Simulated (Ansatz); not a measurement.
# Direct or indirect: CdS (F-43m)

```cif
data_structure
_symmetry_space_group_name_H-M 'F-43m'
_symmetry_Int_Tables_number 216
_cell_length_a 5.8330
_cell_length_b 5.8330
_cell_length_c 5.8330
_cell_angle_alpha 90.000
_cell_angle_beta 90.000
_cell_angle_gamma 90.000
_cell_volume 198.46
loop_
_atom_site_label
_atom_site_type_symbol
_atom_site_symmetry_multiplicity
_atom_site_Wyckoff_symbol
_atom_site_fract_x
_atom_site_fract_y
_atom_site_fract_z
_atom_site_occupancy
Cd1 Cd 4 a 0.00000 0.00000 0.00000 1
S1 S 4 c 0.25000 0.25000 0.25000 1
```

Method: Ansatz, PBE, independent particles, without spin-orbit coupling, line width 0.1 eV (Gaussian). The band structure gives a fundamental gap of 1.15 eV. The spectrum of vertical transitions near the edge:

| E (eV) | Im ε, E ∥ xyz |
| --- | --- |
| 0.66 | 0.00 |
| 0.78 | 0.00 |
| 0.90 | 0.00 |
| 1.02 | 0.02 |
| 1.14 | 0.27 |
| 1.26 | 0.76 |
| 1.38 | 1.06 |
| 1.50 | 1.23 |
| 1.62 | 1.35 |
| 1.74 | 1.43 |
| 1.86 | 1.50 |
| 1.98 | 1.56 |
| 2.10 | 1.62 |
| 2.22 | 1.68 |
| 2.34 | 1.74 |
| 2.46 | 1.80 |

Problem. Is the gap direct or indirect, and about where do vertical transitions set in?

Solution. Direct: the band path has its least direct gap at the fundamental one, 1.15 eV, and the curves rise from there. Lines are broadened by 0.1 eV, which spreads the edge.

[Logs are printed without paths, hosts, clocks, repeated set-up lines and the standing remarks that a program may print on its own settings, such as how far it seeks lower states.]
